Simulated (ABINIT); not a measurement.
# A GW chain in ABINIT: SiC (Moissanite)

How does a plane-wave GW calculation on SiC (Moissanite) run from the first input to the gap?

Calculated with ABINIT 10.8.3; LDA and many-body steps on it, plane waves.

**What was measured.**

- Gap 3.33 eV: band gap at cryogenic temperature; bulk crystal (literature value) (quoted in “Silicon carbide diodes for neutron detection”, 2020, arxiv:2009.14696).

**1. The structure**

It takes space group P6_3mc (No. 186, hexagonal). Conventional cell: a = 3.076 Å, b = 3.076 Å, c = 5.048 Å, α = 90.00°, β = 90.00°, γ = 120.00°. Si has 4 C at 1.87 to 1.94 Å nearest. Nearest to C lie 4 Si at 1.87 to 1.94 Å. Farther neighbours are not listed.

The cell and positions come from the Crystallography Open Database and are kept as given unless a step says otherwise.

**2. Ground state**

This step: ABINIT 10.8.3; DFT, LDA, plane waves, norm-conserving pseudopotentials.

The ground-state density comes first.

File run.abi:

```
acell 3*1.0 Angstrom
rprim 
  3.075999999976 0.000000000005 0.000000000000
  -1.537999999993 2.663894142018 0.000000000000
  0.000000000000 0.000000000000 5.048000000000
ntypat 2
znucl 14 6
natom 4
typat 1 1 2 2
xred 
  0.333333333333 0.666666666667 0.000000000000
  0.666666666667 0.333333333333 0.500000000000
  0.333333333333 0.666666666667 0.385000000000
  0.666666666667 0.333333333333 0.885000000000
pp_dirpath "pseudos"
pseudos "Si.upf, C.upf"
ecut 37
ngkpt 6 6 4
nshiftk 1
shiftk 0 0 0
kptopt 1
chksymbreak 0
nband 14
occopt 1
tolvrs 1e-10
nstep 60
prtwf 0
optforces 0
optstress 0
indata_prefix "in"
outdata_prefix "out"
tmpdata_prefix "tmp"
```

Command:

```sh
> OMP_NUM_THREADS=1 mpirun -n 4 abinit run.abi > log
```

Numbers of over 12 decimals in the logs are rounded to 6 here.

The log of the run:

```text
.Version 10.8.3 of ABINIT. v10.8.2 released Aug 2026.

 Symmetries : space group P6_3 m c (#186); Bravais hP (primitive hexag.)
================================================================================
 Values of the parameters that define the memory need of the present run
     intxc =       0    ionmov =       0      iscf =       7    lmnmax =       6
     lnmax =       6     mgfft =      54  mpssoang =       3    mqgrid =    3001
     natom =       4  nloc_mem =       1    nspden =       1   nspinor =       1
    nsppol =       1      nsym =      12    n1xccc =    2501    ntypat =       2
    occopt =       1   xclevel =       1
-    mband =          14        mffmem =           1         mkmem =           6
       mpw =        3018          nfft =       55296          nkpt =          21
================================================================================
  Rough estimation (10% accuracy) of disk space for files :
================================================================================

--------------------------------------------------------------------------------
------------- Echo of variables that govern the present computation ------------
--------------------------------------------------------------------------------
 -outvars: echo values of preprocessed input variables --------
            acell      1.8897261259E+00  1.8897261259E+00  1.8897261259E+00 Bohr

      chksymbreak           0
             ecut      3.70000000E+01 Hartree
-          fftalg         312

              ixc       -1012
              kpt      0.00000000E+00  0.00000000E+00  0.00000000E+00
                       1.66666667E-01  0.00000000E+00  0.00000000E+00
                       3.33333333E-01  0.00000000E+00  0.00000000E+00
                       5.00000000E-01  0.00000000E+00  0.00000000E+00
                       1.66666667E-01  1.66666667E-01  0.00000000E+00
                       3.33333333E-01  1.66666667E-01  0.00000000E+00
                       3.33333333E-01  3.33333333E-01  0.00000000E+00
                       0.00000000E+00  0.00000000E+00  2.50000000E-01
                       1.66666667E-01  0.00000000E+00  2.50000000E-01
   [... 10 further rows ...]
                       3.33333333E-01  1.66666667E-01  5.00000000E-01
                       3.33333333E-01  3.33333333E-01  5.00000000E-01
         kptrlatt        6    0    0      0    6    0      0    0    4
          kptrlen      3.48767854E+01
P           mkmem           6
            natom           4
            nband          14
            ngfft          32      32      54
             nkpt          21
            nstep          60
             nsym          12
           ntypat           2
              occ      2.000000  2.000000  2.000000  2.000000  2.000000  2.000000
                       2.000000  2.000000  0.000000  0.000000  0.000000  0.000000
                       0.000000  0.000000
        optforces           0
        optstress           0
            prtwf           0
            rprim      3.0760000000E+00  5.0000000000E-12  0.0000000000E+00
[...]
spgroup         186

           tolvrs      1.00000000E-10

             xred      3.3333333333E-01  6.6666666667E-01  0.0000000000E+00
[...]
znucl       14.00000    6.00000

================================================================================

 chkinp: Checking input parameters for consistency.

================================================================================
== DATASET  1 ==================================================================
-   mpi_nproc: 4, omp_nthreads: 1 (-1 if OMP is not activated)

--- !DatasetInfo
iteration_state: {dtset: 1, }
dimensions: {natom: 4, nkpt: 21, mband: 14, nsppol: 1, nspinor: 1, nspden: 1, mpw: 3018, }
cutoff_energies: {ecut:  37.0, pawecutdg:  -1.0, }
electrons: {nelect:   1.60000000E+01, charge:   0.00000000E+00, occopt:   1.00000000E+00, tsmear:   1.00000000E-02, }

 Real(R)+Recip(G) space primitive vectors, cartesian coordinates (Bohr,Bohr^-1):
 R(1)=  5.8127976  0.0000000  0.0000000  G(1)=  0.1720342  0.0993240  0.0000000
 R(2)= -2.9063988  5.0340304  0.0000000  G(2)=  0.0000000  0.1986480  0.0000000
 R(3)=  0.0000000  0.0000000  9.5393375  G(3)=  0.0000000  0.0000000  0.1048291
 Unit cell volume ucvol=  2.7913818E+02 bohr^3
 Angles (23,13,12)=  9.00000000E+01  9.00000000E+01  1.20000000E+02 degrees

 getcut: wavevector=  0.0000  0.0000  0.0000  ngfft=  32  32  54
         ecut(hartree)=     37.000   => boxcut(ratio)=   2.01048

--- Pseudopotential description ------------------------------------------------
- Si Generated using ONCVPSP code by D. R. Hamann
- 14.00000   4.00000  180309                  znucl, zion, pspdat
12 -1012 2 -1 1510                            pspcod,pspxc,lmax,lloc,mmax
     nproj     2     2     2
  pspatm : epsatm=    6.67003958
         --- l  ekb(1:nproj) -->
[...]
pspatm: atomic psp has been read  and splines computed

- C Generated using ONCVPSP code by D. R. Hamann
-  6.00000   4.00000  180309                  znucl, zion, pspdat
12 -1012 1 -1 1234                            pspcod,pspxc,lmax,lloc,mmax
     nproj     2     2     0
  pspatm : epsatm=    4.35103003
         --- l  ekb(1:nproj) -->
[...]
pspatm: atomic psp has been read  and splines computed

   3.52674228E+02                                ecore*ucvol(ha*bohr**3)
--------------------------------------------------------------------------------

_setup2: Arith. and geom. avg. npw (full set) are    3001.146    3001.130

================================================================================

--- !BeginCycle
iteration_state: {dtset: 1, }
solver: {iscf: 7, nstep: 60, nline: 4, wfoptalg: 0, }
tolerances: {tolvrs: 1.00E-10, }

     iter   Etot(hartree)      deltaE(h)  residm     vres2
 ETOT  1  -20.415448126733    -2.042E+01 4.610E-02 6.747E+02
 ETOT  2  -20.538045169827    -1.226E-01 3.241E-02 3.009E+02
 ETOT  3  -20.630730601451    -9.269E-02 7.845E-03 3.251E-01
 ETOT  4  -20.630881999292    -1.514E-04 1.414E-03 2.786E-03
 ETOT  5  -20.630882436820    -4.375E-07 8.702E-04 1.121E-04
 ETOT  6  -20.630882454322    -1.750E-08 3.237E-04 2.324E-06
 ETOT  7  -20.630882454959    -6.364E-10 2.014E-04 3.060E-08
 ETOT  8  -20.630882454966    -7.127E-12 1.527E-04 1.046E-09
 ETOT  9  -20.630882454966    -9.948E-14 1.161E-04 1.342E-11

 At SCF step    9       vres2   =  1.34E-11 < tolvrs=  1.00E-10 =>converged.

--- !ResultsGS
iteration_state: {dtset: 1, }
comment   : Summary of ground state results
lattice_vectors:
- [  5.8127976,   0.0000000,   0.0000000, ]
- [ -2.9063988,   5.0340304,   0.0000000, ]
- [  0.0000000,   0.0000000,   9.5393375, ]
lattice_lengths: [   5.81280,    5.81280,    9.53934, ]
lattice_angles: [ 90.000,  90.000, 120.000, ] # degrees, (23, 13, 12)
lattice_volume:   2.7913818E+02
convergence: {deltae: -9.948E-14, res2:  1.342E-11, residm:  1.161E-04, diffor:  0.000E+00, }
etotal    :  -2.06308825E+01
entropy   :   0.00000000E+00
fermie    :   2.72164904E-01
cartesian_stress_tensor: null
pressure_GPa: null
xred      :
- [  3.3333E-01,   6.6667E-01,   0.0000E+00, Si]
- [  6.6667E-01,   3.3333E-01,   5.0000E-01, Si]
- [  3.3333E-01,   6.6667E-01,   3.8500E-01,  C]
- [  6.6667E-01,   3.3333E-01,   8.8500E-01,  C]
cartesian_forces: null
force_length_stats: {min: null, max: null, mean: null, }

 Integrated electronic density in atomic spheres:
 ------------------------------------------------
 Atom  Sphere_radius  Integrated_density
[...]
4        2.00000          4.22583101
================================================================================

 ----iterations are completed or convergence reached----

 Mean square residual over all n,k,spin=   78.992E-08; max=  11.611E-05
 reduced coordinates (array xred) for    4 atoms
       0.333333333333      0.666666666667      0.000000000000
       0.666666666667      0.333333333333      0.500000000000
       0.333333333333      0.666666666667      0.385000000000
       0.666666666667      0.333333333333      0.885000000000
 rms dE/dt=  0.0000E+00; max dE/dt=  0.0000E+00; dE/dt below (all hartree)
    1       0.000000000000      0.000000000000      0.000000000000
    2       0.000000000000      0.000000000000      0.000000000000
    3       0.000000000000      0.000000000000      0.000000000000
    4       0.000000000000      0.000000000000      0.000000000000

 cartesian coordinates (angstrom) at end:
    1     -3.33e-12     1.775929     0.000000
    2      1.538000     0.887965     2.524000
    3     -3.33e-12     1.775929     1.943480
    4      1.538000     0.887965     4.467480
 length scales=  1.889726125908  1.889726125908  1.889726125908 bohr
              =  1.000000000000  1.000000000000  1.000000000000 angstroms
 prteigrs : about to open file out_EIG
 Fermi (or HOMO) energy (hartree) =   0.27216   Average Vxc (hartree)=  -0.42110
 Eigenvalues (hartree) for nkpt=  21  k points:
 kpt#   1, nband= 14, wtk=  0.00694, kpt=  0.0000  0.0000  0.0000 (reduced coord)
  -0.30269   -0.17224   -0.04816    0.21498    0.21498    0.26212    0.26212    0.27216
   0.44056    0.49390    0.50767    0.50767    0.54654    0.58860
 prteigrs : prtvol=0 or 1, do not print more k-points.

--- !EnergyTerms
iteration_state     : {dtset: 1, }
comment             : Components of total free energy in Hartree
kinetic             :  1.18535726869261E+01
hartree             :  2.35138635736368E+00
xc                  : -7.56136663175927E+00
Ewald energy        : -2.08945945883793E+01
psp_core            :  1.26343959075366E+00
local_psp           : -8.23332326215438E+00
non_local_psp       :  5.90003392283600E-01
total_energy        : -2.06308824549659E+01
total_energy_eV     : -5.61394911077511E+02
band_energy         :  7.31247154187940E-01

== END DATASET(S) ==============================================================
================================================================================

 -outvars: echo values of variables after computation  --------
           etotal     -2.0630882455E+01
            nband          14
             nkpt          21
          spgroup         186
 [... the other variables as echoed above ...]

 Calculation completed.
```

It took 12 s on 4 MPI ranks of Arm Neoverse N1, shared host; peak memory 0.28 GiB.

Numbers from this step:

* total energy: -561.3949 eV
* gap: 2.222 eV
* k of the valence top: 0, 0, 0
* k of the conduction bottom: 0.3333, 0.3333, 0
* least direct gap: 3.994 eV

The gap is indirect, with the least direct gap 1.77 eV higher.

(Part 1 of 3 ends here.)

[Paths, hosts, dates, memory and timing lines, banners, echoed tables and standing remarks are left out of the program output.]

[Logs are printed without paths, hosts, clocks, repeated set-up lines and the standing remarks that a program may print on its own settings, such as how far it seeks lower states.]

[Runs of the session that timed out or met a known fault of the program may be left out.]

[Hosts, paths, dates, database ids (printed as entryN), source tags and the programs' standing remarks are cut or masked in the printed files.]

[G0W0 gaps are taken among the corrected bands and points alone; a level outside them can change the order at an edge.]

[Where Ansatz stands beside ABINIT at settings called matched, ABINIT's density can come from a denser mesh and the files from another edition; pairs whose starting gaps differed by over 0.03 eV were left out, so agreement reads better than it is.]
